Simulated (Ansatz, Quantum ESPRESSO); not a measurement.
**MoS2 [001], 3R: uniaxial strain and lateral response**

The c axis is held at a set length while the cell relaxes sideways. How do the lateral strain and the stress follow? The strained cell has c along the load; unstrained it is a = 3.1509 Å, b = 3.1509 Å, c = 17.9567 Å, α = 90.00°, β = 90.00°, γ = 120.00°, with 9 atoms.

Calculated with Quantum ESPRESSO 7.5, PBE-D3(BJ), GBRV 1.5 ultrasoft potentials, cutoff 680 eV, Fermi–Dirac smearing 0.02 eV, k-mesh 10×10×2, no spin polarisation, no spin-orbit coupling.

Relaxed positions at 0 %:

```csv
atom,x,y,z
Mo,0.0000,0.0000,0.0000
Mo,0.6667,0.3333,0.3333
Mo,0.3333,0.6667,0.6666
S,0.0000,0.0000,0.2463
S,0.0000,0.0000,0.4204
S,0.6667,0.3333,0.5796
S,0.6667,0.3333,0.7537
S,0.3333,0.6667,0.9130
S,0.3333,0.6667,0.0871
```

```csv
ε_c (%),a (Å),c (Å),ε_a (%),"σ (GPa, tension positive)"
−3,3.1572,17.4180,0.199,−2.07
−2,3.1548,17.5975,0.123,−1.27
−1,3.1527,17.7771,0.057,−0.58
0,3.1509,17.9567,0.000,0.00
2,3.1479,18.3158,−0.094,0.96
3,3.1468,18.4954,−0.131,1.32
```

**Question.** Fit both responses and give the free strain and the stress at +1 %, a row left out above.

Least squares with y = y0 + y1 ε + y2 ε² (ε in %) gives ε_a = −0.001 + (−0.0547) ε + (0.0039) ε² and σ = 0.01 + (0.562) ε + (−0.043) ε² GPa. The linear terms put the ratio of free to applied strain at −0.055 and the Young modulus at 56 GPa.

At +1 % the free strain comes out as −0.052 %. The run itself gives −0.051 %, so the estimate misses by 0.001 %, a rounding's worth.

The stress comes out as 0.53 GPa. The run itself gives 0.53 GPa, so the estimate misses by 0.00 GPa, a rounding's worth.

The negative ε² term means that the crystal stiffens in compression and softens in tension.

The same fit over all rows at other levels or in other programs gives the strain ratio = −0.052 with PBE-D3(BJ) (Ansatz).

[Logs are printed without paths, hosts, clocks, repeated set-up lines and the standing remarks that a program may print on its own settings, such as how far it seeks lower states.]
